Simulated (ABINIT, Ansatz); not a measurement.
# A GW run on CO2 (P4_2/mnm) in ABINIT, with inputs changed

A base run on CO2 (P4_2/mnm), then changed inputs.

Method: LDA and many-body steps on it, plane waves, in ABINIT 10.8.3.

## 1. The structure

It takes space group P4_2/mnm (No. 136, tetragonal). Conventional cell: a = 4.227 Å, b = 4.227 Å, c = 4.688 Å, α = 90.00°, β = 90.00°, γ = 90.00°. C has 2 O at 1.17 Å nearest. Nearest to O lie 1 C at 1.17 Å. Farther neighbours and most contacts between anions are not listed.

The cell and positions are those that the Materials Project relaxed with its own functionals (PBE, PBE+U or r2SCAN), kept fixed.

## 2. Screening, 2×2×2 mesh, 71 bands, screening to 114.3 eV

This step: ABINIT 10.8.3; RPA screening on LDA, plane waves, norm-conserving pseudopotentials.

The RPA dielectric matrix is built and inverted for each q.

File run.abi:

```
acell 3*1.0 Angstrom
rprim 
  4.227212790000 0.000000000000 0.000000000000
  0.000000000000 4.227212790000 0.000000000000
  0.000000000000 0.000000000000 4.687771590000
ntypat 2
znucl 6 8
natom 6
typat 1 1 2 2 2 2
xred 
  0.500000000000 0.500000000000 0.500000000000
  0.000000000000 0.000000000000 0.000000000000
  0.304826860000 0.695173140000 0.500000000000
  0.695173140000 0.304826860000 0.500000000000
  0.195173140000 0.195173140000 0.000000000000
  0.804826860000 0.804826860000 0.000000000000
pp_dirpath "pseudos"
pseudos "C.upf, O.upf"
ecut 37
ngkpt 2 2 2
nshiftk 1
shiftk 0 0 0
kptopt 1
chksymbreak 0
istwfk *1
occopt 1
irdwfk 1
optdriver 3
nband 71
ecuteps 4.2
inclvkb 2
awtr 1
symchi 1
indata_prefix "in"
outdata_prefix "out"
tmpdata_prefix "tmp"
```

Started as:

```
OMP_NUM_THREADS=1 mpirun -n 4 abinit run.abi > log
```

Output:

```text
.Version 10.8.3 of ABINIT. v10.8.2 released Aug 2026.

 Symmetries : space group P4_2/m n m (#136); Bravais tP (primitive tetrag.)
[... echo of the input left out ...]
== DATASET  1 ==================================================================
-   mpi_nproc: 4, omp_nthreads: 1 (-1 if OMP is not activated)

--- !DatasetInfo
iteration_state: {dtset: 1, }
dimensions: {natom: 6, nkpt: 6, mband: 71, nsppol: 1, nspinor: 1, nspden: 1, mpw: 6088, }
cutoff_energies: {ecut:  37.0, pawecutdg:  -1.0, }
electrons: {nelect:   3.20000000E+01, charge:   0.00000000E+00, occopt:   1.00000000E+00, tsmear:   1.00000000E-02, }

 SCREENING: Calculation of the susceptibility and dielectric matrices

 Based on a program developped by R.W. Godby, V. Olevano, G. Onida, and L. Reining.
 Incorporated in ABINIT by V. Olevano, G.-M. Rignanese, and M. Torrent.
.Using double precision arithmetic ; gwpc =  8

[... cell and pseudopotentials left out ...]
--------------------------------------------------------------------------------

 ==== K-mesh for the wavefunctions ====
 Number of points in the irreducible wedge :     6
[... list of points left out ...]
 Together with 16 symmetry operations and time-reversal symmetry
 yields     8 points in the full Brillouin Zone.

 ==== Q-mesh for the screening function ====
 Number of points in the irreducible wedge :     6
[... list of points left out ...]
 Together with 16 symmetry operations and time-reversal symmetry
 yields     8 points in the full Brillouin Zone.

 setmesh: FFT mesh size selected  =    30x   30x   36
          total number of points  =        32400

 vcoul_init : cutoff-mode = AUXILIARY_FUNCTION
 q-points for optical limit:   1
     1)      0.000010    0.000020    0.000030

- screening: taking advantage of time-reversal symmetry
- Maximum band index for partially occupied states nbvw = 16
- Remaining bands to be divided among processors   nbcw = 55
- Number of bands treated by each node ~13

 Number of electrons calculated from density =   32.0000; Expected =   32.0000
 average of density, n =  0.056608
 r_s =    1.6156
 omega_plasma =   22.9506 [eV]

 calculating chi0 at frequencies [eV] :
  1    0.000000E+00    0.000000E+00
  2    0.000000E+00    2.295065E+01

--------------------------------------------------------------------------------
  q-point number  1        q = ( 0.000000, 0.000000, 0.000000) [r.l.u.]
--------------------------------------------------------------------------------
[... chi0 elements left out ...]
 For q-point:  0.000010 0.000020 0.000030
  dielectric constant =   1.8751
  dielectric constant without local fields =   2.2716

  Average fulfillment of the sum rule on Im[epsilon] for q-point    1 :     43.59  [%]
[... wings left out ...]
  q-point number  2        q = ( 0.500000, 0.000000, 0.000000) [r.l.u.]
--------------------------------------------------------------------------------
[... chi0 elements left out ...]
  Average fulfillment of the sum rule on Im[epsilon] for q-point    2 :     53.06  [%]

 [... 4 further q-points ...]
```

Run time: 9.6 s. Hardware: 4 MPI ranks of Arm Neoverse V2, shared host; peak memory 0.86 GiB.

This step gave:

```yaml
eps_infinity_with_local_fields_on_this_mesh_along_the_program_s_q_direction: 1.875
the_same_without_local_fields: 2.272
plasma_frequency: 22.95 eV
plane_waves_in_the_screening_matrix: 237
```

Local fields lower ε∞ by 17 %. On a Γ-centred mesh this coarse the value itself is usually too large, while a short band sum pulls it down.

## 3. Base

The self-energy is evaluated for the states that the input lists, and the levels follow from it, in one-shot runs by the linearised quasiparticle equation.

This step: G0W0 on LDA, plane waves, norm-conserving pseudopotentials.

run.abi: that of step 2 with these lines changed.

```diff
@@ -27,8 +27,17 @@
 irdwfk 1
-optdriver 3
+optdriver 4
 nband 71
+gwcalctyp 0
+ecutsigx 37
+symsigma 1
+nkptgw 2
+kptgw 
+  0.5000000000 0.5000000000 0.5000000000
+  0.0000000000 0.0000000000 0.0000000000
+bdgw 
+  15 18
+  15 18
 ecuteps 4.2
-inclvkb 2
-awtr 1
-symchi 1
+irdscr 1
+ppmodel 1
 indata_prefix "in"
```

Output:

```text
.Version 10.8.3 of ABINIT. v10.8.2 released Aug 2026.

 Symmetries : space group P4_2/m n m (#136); Bravais tP (primitive tetrag.)
[... echo of the input left out ...]
== DATASET  1 ==================================================================
-   mpi_nproc: 4, omp_nthreads: 1 (-1 if OMP is not activated)

--- !DatasetInfo
iteration_state: {dtset: 1, }
dimensions: {natom: 6, nkpt: 6, mband: 71, nsppol: 1, nspinor: 1, nspden: 1, mpw: 6088, }
cutoff_energies: {ecut:  37.0, pawecutdg:  -1.0, }
electrons: {nelect:   3.20000000E+01, charge:   0.00000000E+00, occopt:   1.00000000E+00, tsmear:   1.00000000E-02, }

 SIGMA: Calculation of the GW corrections

 Based on a program developped by R.W. Godby, V. Olevano, G. Onida, and L. Reining.
 Incorporated in ABINIT by V. Olevano, G.-M. Rignanese, and M. Torrent.
.Using double precision arithmetic ; gwpc =  8

[... cell and pseudopotentials left out ...]
--------------------------------------------------------------------------------

 ==== K-mesh for the wavefunctions ====
 Number of points in the irreducible wedge :     6
[... list of points left out ...]
 Together with 16 symmetry operations and time-reversal symmetry
 yields     8 points in the full Brillouin Zone.

 ==== Q-mesh for screening function ====
 Number of points in the irreducible wedge :     6
[... list of points left out ...]
 Together with 16 symmetry operations and time-reversal symmetry
 yields     8 points in the full Brillouin Zone.

 vcoul_init : cutoff-mode = AUXILIARY_FUNCTION
 q-points for optical limit:   1
     1)      0.000010    0.000020    0.000030
 setmesh: FFT mesh size selected  =    48x   48x   54
          total number of points  =       124416

 Number of electrons calculated from density =   32.0000; Expected =   32.0000
 average of density, n =  0.056608
 r_s =    1.6156
 omega_plasma =   22.9506 [eV]

 === KS Band Gaps ===
  >>>> For spin  1
   Minimum direct gap =   6.8109 [eV], located at k-point      :   0.0000  0.0000  0.0000
   Fundamental gap    =   6.3247 [eV], Top of valence bands at :   0.5000  0.5000  0.5000
                                       Bottom of conduction at :   0.0000  0.0000  0.0000
 SIGMA fundamental parameters:
 PLASMON POLE MODEL  1
 number of plane-waves for SigmaX                 6085
 number of plane-waves for SigmaC and W            237
 number of plane-waves for wavefunctions          6085
 number of bands                                    71
 number of independent spin polarizations            1
 number of spinorial components                      1
 number of k-points in IBZ                           6
 number of q-points in IBZ                           6
 number of symmetry operations                      16
 number of k-points in BZ                            8
 number of q-points in BZ                            8
 number of frequencies for dSigma/dE                 9
 frequency step for dSigma/dE [eV]                0.25
 number of omega for Sigma on real axis              0
 max omega for Sigma on real axis  [eV]           0.00
 zcut for avoiding poles [eV]                     0.10

 EPSILON^-1 parameters (SCR file):
 dimension of the eps^-1 matrix on file            237
 dimension of the eps^-1 matrix used               237
 number of plane-waves for wavefunctions          6085
 number of bands                                    71
 number of q-points in IBZ                           6
 number of frequencies                               2
 number of real frequencies                          1
 number of imag frequencies                          1

 matrix elements of self-energy operator (all in [eV])

 Perturbative Calculation

--- !SelfEnergy_ee
iteration_state: {dtset: 1, }
kpoint     : [   0.500,    0.500,    0.500, ]
spin       : 1
KS_gap     :    7.549
QP_gap     :   12.671
Delta_QP_KS:    5.122
data: !SigmaeeData |
     Band     E0 <VxcDFT>   SigX SigC(E0)      Z dSigC/dE  Sig(E)    E-E0       E
       15  -3.443 -19.940 -25.029   3.209   0.827  -0.209 -21.495  -1.555  -4.998
       16  -3.443 -19.940 -25.029   3.209   0.827  -0.209 -21.495  -1.555  -4.998
       17   4.107 -15.387  -9.238  -1.989   0.857  -0.166 -11.820   3.567   7.674
       18   4.107 -15.387  -9.238  -1.989   0.857  -0.166 -11.820   3.567   7.674

--- !SelfEnergy_ee
iteration_state: {dtset: 1, }
kpoint     : [   0.000,    0.000,    0.000, ]
spin       : 1
KS_gap     :    6.811
QP_gap     :   10.692
Delta_QP_KS:    3.881
data: !SigmaeeData |
     Band     E0 <VxcDFT>   SigX SigC(E0)      Z dSigC/dE  Sig(E)    E-E0       E
       15  -3.929 -19.297 -24.471   3.216   0.829  -0.207 -20.920  -1.622  -5.551
       16  -3.929 -19.297 -24.471   3.216   0.829  -0.207 -20.920  -1.622  -5.551
       17   2.882 -10.698  -5.594  -2.556   0.887  -0.128  -8.439   2.259   5.140
       18   3.900 -16.175 -10.078  -1.743   0.853  -0.173 -12.463   3.712   7.612

== END DATASET(S) ==============================================================
================================================================================

 -outvars: echo values of variables after computation  --------
           etotal      0.0000000000E+00
            nband          71
             nkpt           6
          spgroup         136
 [... the other variables as echoed above ...]

 Calculation completed.
```

The job ended after 4.1 s (4 MPI ranks; peak memory 0.65 GiB).

Numbers from this step:

- G0W0 gap on the points computed: 10.14 eV
- starting gap on the mesh: 6.325 eV
- k of the valence top: 0.5, 0.5, 0.5
- k of the conduction bottom: 0, 0, 0
- Z at the valence top: 0.827
- Z at the conduction bottom: 0.887
- least direct G0W0 gap on the computed points: 10.69 eV

The gap on the mesh goes from 6.32 eV to 10.14 eV, a correction of +3.81 eV.

## 4. Exchange cutoff of one hartree

run.abi: that of step 3 with these lines changed.

```diff
@@ -30,3 +30,3 @@
 gwcalctyp 0
-ecutsigx 37
+ecutsigx 1
 symsigma 1
```

Output:

```text
.Version 10.8.3 of ABINIT. v10.8.2 released Aug 2026.

 Symmetries : space group P4_2/m n m (#136); Bravais tP (primitive tetrag.)
[... echo of the input left out ...]
== DATASET  1 ==================================================================
-   mpi_nproc: 4, omp_nthreads: 1 (-1 if OMP is not activated)

--- !DatasetInfo
iteration_state: {dtset: 1, }
dimensions: {natom: 6, nkpt: 6, mband: 71, nsppol: 1, nspinor: 1, nspden: 1, mpw: 6088, }
cutoff_energies: {ecut:  37.0, pawecutdg:  -1.0, }
electrons: {nelect:   3.20000000E+01, charge:   0.00000000E+00, occopt:   1.00000000E+00, tsmear:   1.00000000E-02, }

 SIGMA: Calculation of the GW corrections

 Based on a program developped by R.W. Godby, V. Olevano, G. Onida, and L. Reining.
 Incorporated in ABINIT by V. Olevano, G.-M. Rignanese, and M. Torrent.
.Using double precision arithmetic ; gwpc =  8

[... cell and pseudopotentials left out ...]
--------------------------------------------------------------------------------

 ==== K-mesh for the wavefunctions ====
 Number of points in the irreducible wedge :     6
[... list of points left out ...]
 Together with 16 symmetry operations and time-reversal symmetry
 yields     8 points in the full Brillouin Zone.

 ==== Q-mesh for screening function ====
 Number of points in the irreducible wedge :     6
[... list of points left out ...]
 Together with 16 symmetry operations and time-reversal symmetry
 yields     8 points in the full Brillouin Zone.

 vcoul_init : cutoff-mode = AUXILIARY_FUNCTION
 q-points for optical limit:   1
     1)      0.000010    0.000020    0.000030
 setmesh: FFT mesh size selected  =    30x   30x   30
          total number of points  =        27000

 Number of electrons calculated from density =   32.0000; Expected =   32.0000
[...]
number of omega for Sigma on real axis              0
 max omega for Sigma on real axis  [eV]           0.00
 zcut for avoiding poles [eV]                     0.10

 EPSILON^-1 parameters (SCR file):
 dimension of the eps^-1 matrix on file            237
 dimension of the eps^-1 matrix used                27
 number of plane-waves for wavefunctions          6085
 number of bands                                    71
 number of q-points in IBZ                           6
 number of frequencies                               2
 number of real frequencies                          1
 number of imag frequencies                          1

 matrix elements of self-energy operator (all in [eV])

 Perturbative Calculation

--- !SelfEnergy_ee
iteration_state: {dtset: 1, }
kpoint     : [   0.500,    0.500,    0.500, ]
spin       : 1
KS_gap     :    7.549
QP_gap     :   10.519
Delta_QP_KS:    2.969
data: !SigmaeeData |
     Band     E0 <VxcDFT>   SigX SigC(E0)      Z dSigC/dE  Sig(E)    E-E0       E
       15  -3.443 -19.940 -16.166   2.297   0.883  -0.132 -14.578   5.363   1.920
       16  -3.443 -19.940 -16.166   2.297   0.883  -0.132 -14.578   5.363   1.920
       17   4.107 -15.387  -3.891  -2.141   0.891  -0.123  -7.055   8.332  12.439
[...]
--- !SelfEnergy_ee
iteration_state: {dtset: 1, }
kpoint     : [   0.000,    0.000,    0.000, ]
spin       : 1
KS_gap     :    6.811
QP_gap     :    7.272
Delta_QP_KS:    0.461
data: !SigmaeeData |
     Band     E0 <VxcDFT>   SigX SigC(E0)      Z dSigC/dE  Sig(E)    E-E0       E
[...]
17   2.882 -10.698  -2.109  -2.654   0.899  -0.112  -5.362   5.336   8.218
       18   3.900 -16.175  -4.320  -1.987   0.890  -0.124  -7.394   8.781  12.681

== END DATASET(S) ==============================================================
================================================================================

 -outvars: echo values of variables after computation  --------
           etotal      0.0000000000E+00
            nband          71
             nkpt           6
          spgroup         136
 [... the other variables as echoed above ...]

 Calculation completed.
```

It took 2 s on 4 MPI ranks; peak memory 0.13 GiB.

The run ended normally, though the input holds a fault or crude settings.

The fault put into this input: exchange cutoff of one hartree. It printed a gap of 6.30 eV, an artefact of the input.

## 5. Side by side

Times are wall times on 4 MPI ranks of Arm Neoverse V2, shared host, good to a factor of about two. A run's time includes the screening step that it read.

| run | mesh | bands | screening cutoff (eV) | DFT gap (eV) | gap on the mesh (eV) | direct (eV) | ε∞ used | time |
| --- | --- | --- | --- | --- | --- | --- | --- | --- |
| base | 2×2×2 | 71 | 114.3 | 6.325 | 10.138 | 10.691 | 1.88 | 14 s |

## 6. Results

| Item | Value |
| --- | --- |
| base | 10.138 eV |
| known limits | not at the basis limit; coarse k mesh |

In words: Bands and cutoff are finite, so the gap is not at the basis limit. The miss can reach some tenths of an eV and take either sign; the mesh is an error of its own. In the G0W0 run levels were corrected at 2 k points alone, so a gap called «on the mesh» is the least over those, and an edge elsewhere would be missed. The 2×2×2 mesh is coarse for this cell, which bears on the long-range parts of exchange and screening.

[Paths, hosts, dates, memory and timing lines, banners, echoed tables and standing remarks are left out of the program output.]

[Logs are printed without paths, hosts, clocks, repeated set-up lines and the standing remarks that a program may print on its own settings, such as how far it seeks lower states.]

[Runs of the session that timed out or met a known fault of the program may be left out.]

[Hosts, paths, dates, database ids (printed as entryN), source tags and the programs' standing remarks are cut or masked in the printed files.]

[G0W0 gaps are taken among the corrected bands and points alone; a level outside them can change the order at an edge.]

[Where Ansatz stands beside ABINIT at settings called matched, ABINIT's density can come from a denser mesh and the files from another edition; pairs whose starting gaps differed by over 0.03 eV were left out, so agreement reads better than it is.]
